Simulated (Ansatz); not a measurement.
# LiGeBr3 in Imma, a phase reached by a soft mode: a soft mode frozen in, part 2 of 3

Which phase does LiGeBr3 in Imma, a phase reached by a soft mode fall into along its unstable mode, and how much energy does it gain?

Ansatz 0.2.0; DFT LDA, scalar-relativistic, plane waves, PAW; PAW set soft_1.

So far. Step 4 (The mode frozen in, largest atomic shift 0.08 Å): The run ends at a pressure of 0.23 GPa, with forces up to 0.054 eV/Å.

The structure was built from a prototype and need not be the compound's stable phase.

## 5. Energy along the mode, all amplitudes (two of the runs are shown above)

An imaginary frequency means negative curvature, so the energy should fall and then rise again as anharmonic terms take over.

This step gave:

- depth at the lowest point sampled: 1.061 meV/atom
- largest atomic shift at that point: 0.08 Å

Table of energy from the parent by largest atomic shift:

| largest atomic shift (Å) | energy from the parent (meV/atom) |
| --- | --- |
| 0.0000 | 0 |
| 0.0400 | -0.436 |
| 0.0800 | -1.06 |
| 0.1400 | 2.01 |
| 0.2200 | 30.3 |

Displacement at unit largest shift by atom:

| atom | x (Å) | y (Å) | z (Å) | size |
| --- | --- | --- | --- | --- |
| Li1 | 0.00 | 0.09 | 0.00 | 0.09 |
| Li2 | 0.00 | 0.09 | 0.00 | 0.09 |
| Ge3 | 0.00 | 0.92 | 0.33 | 0.98 |
| Ge4 | 0.00 | 0.92 | -0.33 | 0.98 |
| Br5 | 0.00 | 0.08 | 0.00 | 0.08 |
| Br6 | 0.00 | 0.08 | 0.00 | 0.08 |
| Br7 | 0.00 | 0.08 | 0.00 | 0.08 |
| Br8 | 0.00 | 0.08 | 0.00 | 0.08 |
| Br9 | 0.00 | -1.00 | 0.00 | 1.00 |
| Br10 | 0.00 | -1.00 | 0.00 | 1.00 |

The lowest of the steps tried is at 0.08 Å, 1.06 meV/atom below the parent; the bottom of the well need not coincide with a step.

## 6. Relaxation from the frozen mode

Starting from the lowest point found, all atoms and the cell are let go, so that strain and other modes of the same symmetry can join in.

Contents of input.yaml:

```yaml
crystal:
  lattice:
    - [-3.6566058038, 5.208193526, 3.8273443096]
    - [3.6566058038, -5.208193526, 3.8273443096]
    - [3.6566058038, 5.208193526, -3.8273443096]
  atoms:
    - { symbol: Li, position: [0.4958705037, 0.2452126937, 0.2506578101] }
    - { symbol: Li, position: [0.5054451164, 0.7547873063, 0.7506578101] }
    - { symbol: Ge, position: [0.5105632572, 0.5034870646, 0.0070761926] }
    - { symbol: Ge, position: [0.003589128, 0.4965129354, 0.5070761926] }
    - { symbol: Br, position: [0.6825405428, 0.0, 0.1825405428] }
    - { symbol: Br, position: [0.318650513, 0.0, 0.818650513] }
    - { symbol: Br, position: [0.318650513, 0.5, 0.318650513] }
    - { symbol: Br, position: [0.6825405428, 0.5, 0.6825405428] }
    - { symbol: Br, position: [0.835694047, 0.5933742532, 0.2423197938] }
    - { symbol: Br, position: [0.1489455406, 0.4066257468, 0.7423197938] }
kpoints:
  mp_grid: { grid: [4, 4, 4] }
hamiltonian:
  xc: lda
  pseudopotentials: { kind: paw, azcp: { folder: soft_1 }, xc_functional: pbe }
scf:
  occupations: { method: fixed }
output:
  forces: true
  stress: true
  eigenvalues: true
relax:
  adjacent_minimum: "off"
  f_tol: 0.002
  max_steps: 120
  cell: { stress_tol: 0.03 }
```

Run with:

```sh
ansatz run input.yaml --threads 8 --pin off --max-ram 16384MiB --backend cpu --events-out ev --progress --plain --runs-dir out
```

Numbers of over 12 decimals in the logs are rounded to 6 here.

The program printed:

```text
[...]
Crystal: 10 atoms, lattice volume = 291.557 Å³
Basis set: ecut = 420 eV, 5701 PW (Γ)
Bands: 48, of which v1, the nominal top of the filled ones, is band 38 counted from 1 (37 counted from 0)
Symmetry: 4 space group operations
[...]
k-points: 18 of 64 (time reversal used)
[...]
SCF iter   1: F=—  HF=-25008.430992 eV  |F-HF|=—  |Δ(HF+E_count)|=         —  Δρ=3.36e-2  dr2=4.90e0  ethr=3.10e-3  ⟨swp⟩=5.0  Hψ=2813  notcnv=0  defer=138
[...]
SCF iter   9: F=-25006.529584 eV  HF=-25006.529584 eV  |F-HF|=2.50e-8  |Δ(HF+E_count)|=   4.02e-7  Δρ=3.96e-6  dr2=8.17e-8  ethr=1.32e-10  ⟨swp⟩=17.9  Hψ=5038  notcnv=0
SCF 1 converged in 9 iterations: F = -25006.529584 eV  dr2 = 8.17e-8
[...]
relax step   1: F+E_penalty+E_count = -25006.52958412 eV  Δ(F+E_penalty+E_count) = +0.000e0 eV  max|allowed force component| = 5.082e-2 eV/Å  Δτ_max = 0.0000 Å  P = +0.228 GPa  Ω = 291.557 Å³  (9 SCF iters, dr2 threshold 1.00e-7 eV, accepted)
Crystal: 10 atoms, lattice volume = 294.425 Å³
Basis set: ecut = 420 eV, 5789 PW (Γ)
[...]
iter 1 solved again at ethr=3.30e-6 eV; its pass at ethr=3.10e-3 eV (dr2=2.51e-3 eV) is discarded
[...]
SCF iter   6: F=-25006.534572 eV  HF=-25006.534572 eV  |F-HF|=3.82e-8  |Δ(HF+E_count)|=   4.77e-7  Δρ=3.00e-6  dr2=4.97e-8  ethr=6.93e-10  ⟨swp⟩=13.6  Hψ=4649  notcnv=0
SCF 2 converged in 6 iterations: F = -25006.534572 eV  dr2 = 4.97e-8
relax step   2: F+E_penalty+E_count = -25006.53457195 eV  Δ(F+E_penalty+E_count) = -4.988e-3 eV  max|allowed force component| = 6.772e-2 eV/Å  Δτ_max = 0.0352 Å  P = -0.122 GPa  Ω = 294.425 Å³  energy of the carried Pulay correction = -3.122e-4 eV  (6 SCF iters, dr2 threshold 5.27e-7 eV, accepted)
Crystal: 10 atoms, lattice volume = 294.085 Å³
Basis set: ecut = 420 eV, 5781 PW (Γ)
[...]
SCF iter   5: F=-25006.535883 eV  HF=-25006.535883 eV  |F-HF|=2.05e-8  |Δ(HF+E_count)|=   1.30e-7  Δρ=3.72e-6  dr2=4.72e-8  ethr=3.77e-10  ⟨swp⟩=12.8  Hψ=4673  notcnv=0
SCF 3 converged in 5 iterations: F = -25006.535883 eV  dr2 = 4.72e-8
relax step   3: F+E_penalty+E_count = -25006.53588262 eV  Δ(F+E_penalty+E_count) = -1.311e-3 eV  max|allowed force component| = 5.401e-2 eV/Å  Δτ_max = 0.0086 Å  P = -0.053 GPa  Ω = 294.085 Å³  energy of the carried Pulay correction = -2.753e-4 eV  (5 SCF iters, dr2 threshold 2.87e-7 eV, accepted)
[...]
relax step   4: F+E_penalty+E_count = -25006.53762121 eV  Δ(F+E_penalty+E_count) = -1.739e-3 eV  max|allowed force component| = 3.009e-2 eV/Å  Δτ_max = 0.0189 Å  P = +0.037 GPa  Ω = 293.678 Å³  energy of the carried Pulay correction = -2.312e-4 eV  (5 SCF iters, dr2 threshold 1.82e-7 eV, accepted)
[...]
relax step   5: F+E_penalty+E_count = -25006.53842507 eV  Δ(F+E_penalty+E_count) = -8.039e-4 eV  max|allowed force component| = 1.176e-2 eV/Å  Δτ_max = 0.0214 Å  P = +0.046 GPa  Ω = 294.203 Å³  energy of the carried Pulay correction = -2.882e-4 eV  (6 SCF iters, dr2 threshold 5.66e-8 eV, accepted)
[...]
relax step   6: F+E_penalty+E_count = -25006.53838509 eV  Δ(F+E_penalty+E_count) = +3.998e-5 eV  max|allowed force component| = 2.761e-2 eV/Å  Δτ_max = 0.0060 Å  P = -0.004 GPa  Ω = 294.547 Å³  energy of the carried Pulay correction = -3.254e-4 eV  (6 SCF iters, dr2 threshold 8.64e-9 eV, rejected (line search))
[...]
relax step   7: F+E_penalty+E_count = -25006.53854656 eV  Δ(F+E_penalty+E_count) = -1.215e-4 eV  max|allowed force component| = 5.127e-3 eV/Å  Δτ_max = 0.0029 Å  P = -0.002 GPa  Ω = 294.525 Å³  energy of the carried Pulay correction = -3.230e-4 eV  (8 SCF iters, accepted)
[...]
relax step   8: F+E_penalty+E_count = -25006.53856241 eV  Δ(F+E_penalty+E_count) = -1.584e-5 eV  max|allowed force component| = 8.703e-4 eV/Å  Δτ_max = 0.0019 Å  P = -0.001 GPa  Ω = 294.542 Å³  energy of the carried Pulay correction = -3.248e-4 eV  (5 SCF iters, dr2 threshold 1.64e-9 eV, accepted)
[...]
SCF iter   1: F=—  HF=-25006.538956 eV  |F-HF|=—  |Δ(HF+E_count)|=         —  Δρ=3.79e-5  dr2=1.55e-7  ethr=2.61e-7  ⟨swp⟩=3.7  Hψ=4976  notcnv=0  defer=143
eigensolver tolerance schedule: the retry pair's looser diagonalisation over-reported the residual by 1283.47 of it (diagonalisation noise at 0.12 of the residual, at the tolerance the schedule requests for it); recorded, not acted on — ethr = c·dr2/N_el stays at c = 1.0e-1
[...]
SCF iter   2: F=—  HF=-25006.538905 eV  |F-HF|=—  |Δ(HF+E_count)|=   5.06e-5  Δρ=1.92e-5  dr2=4.23e-8  ethr=2.04e-10  ⟨swp⟩=3.0  Hψ=1636  notcnv=0  defer=143
[...]
SCF iter   5: F=-25006.538907 eV  HF=-25006.538907 eV  |F-HF|=7.28e-12  |Δ(HF+E_count)|=  6.55e-11  Δρ=8.76e-8  dr2=1.34e-11  ethr=1.00e-12  ⟨swp⟩=17.1  Hψ=4830  notcnv=0
SCF 9 converged in 5 iterations: F = -25006.538907 eV  dr2 = 1.34e-11
relax step   9: F+E_penalty+E_count = -25006.53890712 eV  Δ(F+E_penalty+E_count) = -3.447e-4 eV  max|allowed force component| = 8.612e-4 eV/Å  Δτ_max = 0.0000 Å  P = -0.000 GPa  Ω = 294.542 Å³  stress off target by 2.13e-3 GPa  SCF on the basis re-selected at this cell (its energy is not comparable with the rows above)  (5 SCF iters)
basis re-selected at this cell: Δ(F+E_penalty+E_count) = -3.447e-4 eV, ΔP = +0.001 GPa vs the last step (what re-selecting the basis moved, of the pressure what is left beyond the Pulay correction that the steps carried, after the strain that the cell walked since its last selection, with what the two solves' SCF thresholds leave and, on support functions, any second-order correction that the steps lacked; it is no m [...]
SCF converged after 5 iterations
Free energy (F): -25006.538907 eV
[...]
Internal energy: -25006.538907 eV  (E = F + TS)
E sigma→0 (E₀):  -25006.538907 eV
Fermi energy:    2.823902 eV
[...]
--- Forces (eV/Å), atoms counted from 1 ---
  atom   1  Li    -0.00000000     0.00042059    -0.00086115
  atom   2  Li    -0.00000000     0.00042059     0.00086115
  atom   3  Ge     0.00000000     0.00025878     0.00009452
  atom   4  Ge     0.00000000     0.00025878    -0.00009452
  atom   5  Br    -0.00000000    -0.00041843     0.00000000
  atom   6  Br     0.00000000     0.00017947     0.00000000
  atom   7  Br     0.00000000     0.00017947    -0.00000000
  atom   8  Br    -0.00000000    -0.00041843     0.00000000
  atom   9  Br     0.00000000    -0.00043985     0.00051155
  atom  10  Br    -0.00000000    -0.00043985    -0.00051155
  max |Σ_I F_I| component: 1.11e-6 eV/Å
--- Stress (GPa, compression-positive) ---
       -0.001564       0.000000       0.000000
        0.000000      -0.001816      -0.000000
        0.000000      -0.000000       0.002132
  P = ⅓ Tr σ = -0.0004 GPa (-0.004 kbar)
--- Band table (eV; the first three rows and the last of 18) ---
  k-point 0: bands = [... 34 lower, 0.9318, 1.0642, 1.1711, 2.8239, 3.7527, 4.3847, 4.3866, 6.1759, ... 6 higher]
  k-point 1: bands = [... 34 lower, 0.8143, 0.9024, 1.2411, 2.1811, 4.5912, 4.7599, 5.1377, 6.4839, ... 6 higher]
  k-point 2: bands = [... 34 lower, 0.8312, 0.8312, 1.4719, 1.4719, 5.6917, 5.6917, 6.0806, 6.0806, ... 6 higher]
  k-point 17: bands = [... 34 lower, 0.8741, 1.1121, 1.3113, 1.8455, 4.3335, 4.7269, 4.7624, 7.2320, ... 6 higher]
--- Relaxed structure (8 steps of the walk, 7 accepted, 1 SCFs on fresh bases) ---
  F+E_penalty+E_count = -25006.53890712 eV   max|allowed force component| = 8.612e-4 eV/Å   (the final SCF, on the basis selected at the relaxed cell)
  cell:  # Å, volume = 294.5415 Å³
    - [-3.661779, 5.282949, 3.806432]
    - [3.661779, -5.282949, 3.806432]
    - [3.661779, 5.282949, -3.806432]
  atoms:
    - { symbol: Li, position: [0.499423, 0.247459, 0.251965] }
    - { symbol: Li, position: [0.504506, 0.752541, 0.751965] }
    - { symbol: Ge, position: [0.512653, 0.503890, 0.00876313] }
    - { symbol: Ge, position: [0.00487321, 0.496110, 0.508763] }
    - { symbol: Br, position: [0.680838, 5.551115123125783e-17, 0.180838] }
    - { symbol: Br, position: [0.323487, 2.7755575615628914e-17, 0.823487] }
    - { symbol: Br, position: [0.323487, 0.500000, 0.323487] }
    - { symbol: Br, position: [0.680838, 0.500000, 0.680838] }
    - { symbol: Br, position: [0.835427, 0.599234, 0.236193] }
    - { symbol: Br, position: [0.136959, 0.400766, 0.736193] }
```

Run time: 28 s. Hardware: 8 threads of Arm Neoverse V2, shared host; peak memory 0.97 GiB.

Step by step:

| step | energy less that of the first step (eV) | largest force component (eV/Å) | pressure (GPa) | volume (Å³) |
| --- | --- | --- | --- | --- |
| 1 | 0.0000 | 0.0508 | 0.23 | 291.56 |
| 2 | -0.0050 | 0.0677 | -0.12 | 294.42 |
| 3 | -0.0063 | 0.0540 | -0.05 | 294.08 |
| 4 | -0.0080 | 0.0301 | 0.04 | 293.68 |
| 5 | -0.0088 | 0.0118 | 0.05 | 294.20 |
| 6 | -0.0088 | 0.0276 | 0.00 | 294.55 |
| 7 | -0.0090 | 0.0051 | 0.00 | 294.52 |
| 8 | -0.0090 | 0.0009 | 0.00 | 294.54 |
| 9* | -0.0093 | 0.0009 | 0.00 | 294.54 |

Relaxation steps marked * repeat the geometry before them on a plane-wave basis chosen anew for their cell, so energy and pressure can jump there. Relaxation step 6 was tried and not accepted.

Forces are held to the 4 operations that the run works with; a distortion that breaks them can't arise in this run.

```csv
"conventional cell, symmetrised",before,after,change
a (Å),7.313,7.324,+0.1 %
b (Å),7.655,7.613,-0.5 %
c (Å),10.416,10.566,+1.4 %
volume (Å³/atom),29.16,29.45,+1.0 %
```

The atoms that moved most (Å, as changes of fractional coordinates times the final cell):

| atom | dx | dy | dz | length |
| --- | --- | --- | --- | --- |
| Br10 | 0.000 | -0.065 | -0.045 | 0.079 |
| Br9 | 0.000 | -0.065 | 0.045 | 0.079 |
| Br7 | 0.000 | 0.051 | 0.000 | 0.051 |
| Br6 | 0.000 | 0.051 | 0.000 | 0.051 |
| Li1 | 0.000 | 0.014 | 0.017 | 0.022 |
| Li2 | 0.000 | 0.014 | -0.017 | 0.022 |
| Ge4 | 0.000 | 0.018 | -0.003 | 0.018 |
| Ge3 | 0.000 | 0.018 | 0.003 | 0.018 |

Final coordinates:

```cif
data_structure
_symmetry_space_group_name_H-M 'P 1'
_symmetry_Int_Tables_number 1
_cell_length_a 7.4704
_cell_length_b 7.4704
_cell_length_c 7.4704
_cell_angle_alpha 121.296
_cell_angle_beta 89.988
_cell_angle_gamma 118.734
_cell_volume 294.54
loop_
_atom_site_label
_atom_site_type_symbol
_atom_site_fract_x
_atom_site_fract_y
_atom_site_fract_z
_atom_site_occupancy
Li1 Li 0.49942 0.24746 0.25196 1
Li2 Li 0.50451 0.75254 0.75196 1
Ge3 Ge 0.51265 0.50389 0.00876 1
Ge4 Ge 0.00487 0.49611 0.50876 1
Br5 Br 0.68084 0.00000 0.18084 1
Br6 Br 0.32349 0.00000 0.82349 1
Br7 Br 0.32349 0.50000 0.32349 1
Br8 Br 0.68084 0.50000 0.68084 1
Br9 Br 0.83543 0.59923 0.23619 1
Br10 Br 0.13696 0.40077 0.73619 1
```

This step gave:

- pressure: -4.16e-4 GPa
- gap on the k-mesh: 0.9288 eV
- volume per atom: 29.45 Å³

The distorted start has space group Ima2; the relaxation ends in Ima2.

## 7. The new phase in its own primitive cell

The relaxed structure is symmetrised, reduced to its primitive cell and relaxed tightly, as its phonons need.

Contents of input.yaml:

```yaml
crystal:
  lattice:
    - [-3.6617785374, 3.8064318413, 5.2829488388]
    - [3.6617785374, -3.8064318413, 5.2829488388]
    - [3.6617785374, 3.8064318413, -5.2829488388]
  atoms:
    - { symbol: Li, position: [0.5005766136, 0.7480353606, 0.252541253] }
    - { symbol: Li, position: [0.4954941076, 0.2480353606, 0.747458747] }
    - { symbol: Ge, position: [0.4873469538, 0.9912368729, 0.9961100809] }
    - { symbol: Ge, position: [0.995126792, 0.4912368729, 0.0038899191] }
    - { symbol: Br, position: [0.3191622078, 0.8191622078, 0.5] }
    - { symbol: Br, position: [0.6765134106, 0.1765134106, 0.5] }
    - { symbol: Br, position: [0.6765134106, 0.6765134106, 0.0] }
    - { symbol: Br, position: [0.3191622078, 0.3191622078, 0.0] }
    - { symbol: Br, position: [0.1645731411, 0.7638072958, 0.9007658453] }
    - { symbol: Br, position: [0.8630414506, 0.2638072958, 0.0992341547] }
kpoints:
  mp_grid: { grid: [4, 4, 4] }
hamiltonian:
  xc: lda
  pseudopotentials: { kind: paw, azcp: { folder: soft_1 }, xc_functional: pbe }
scf:
  occupations: { method: fixed }
output:
  forces: true
  stress: true
  eigenvalues: true
relax:
  adjacent_minimum: "off"
  f_tol: 0.001
  max_steps: 60
  cell: { stress_tol: 0.01 }
```

The program printed:

```text
[...]
Crystal: 10 atoms, lattice volume = 294.542 Å³
Basis set: ecut = 420 eV, 5785 PW (Γ)
Bands: 48, of which v1, the nominal top of the filled ones, is band 38 counted from 1 (37 counted from 0)
Symmetry: 4 space group operations
[...]
k-points: 18 of 64 (time reversal used)
[...]
- { symbol: Ge, position: [0.995126792, 0.4912368729, 0.00388992] }
    - { symbol: Br, position: [0.319162, 0.8191622078, 0.500000] }
    - { symbol: Br, position: [0.676513, 0.176513, 0.5] }
    - { symbol: Br, position: [0.6765134106, 0.6765134106, 0.0] }
    - { symbol: Br, position: [0.3191622078, 0.3191622078, 0.0] }
    - { symbol: Br, position: [0.164573, 0.763807295825, 0.900765845275] }
    - { symbol: Br, position: [0.86304145055, 0.263807, 0.099234] }
[key lines of the parts left out:]
SCF converged after 7 iterations
Free energy (F): -25006.538907 eV
Fermi energy:    2.823902 eV
P = ⅓ Tr σ = -0.0004 GPa (-0.004 kbar)
```

It took 6.8 s on 8 threads; peak memory 0.94 GiB; 50 s of CPU time.

Little changed from the start: no atom moved by 0.005 Å and no cell edge by 0.1 %.

This step gave:

```
pressure           : -4.15e-4 GPa
direct gap on mesh : 0.9288 eV
```

The largest force component left is 0.86 meV/Å and the pressure is 0.000 GPa, within the tolerances set. The cell now holds 29.45 Å³/atom.

[end of part 2 of 3]

[Logs are printed without paths, hosts, clocks, repeated set-up lines and the standing remarks that a program may print on its own settings, such as how far it seeks lower states.]

[Hosts, paths, dates, database ids (printed as entryN), source tags and the programs' standing remarks are cut or masked in the printed files.]
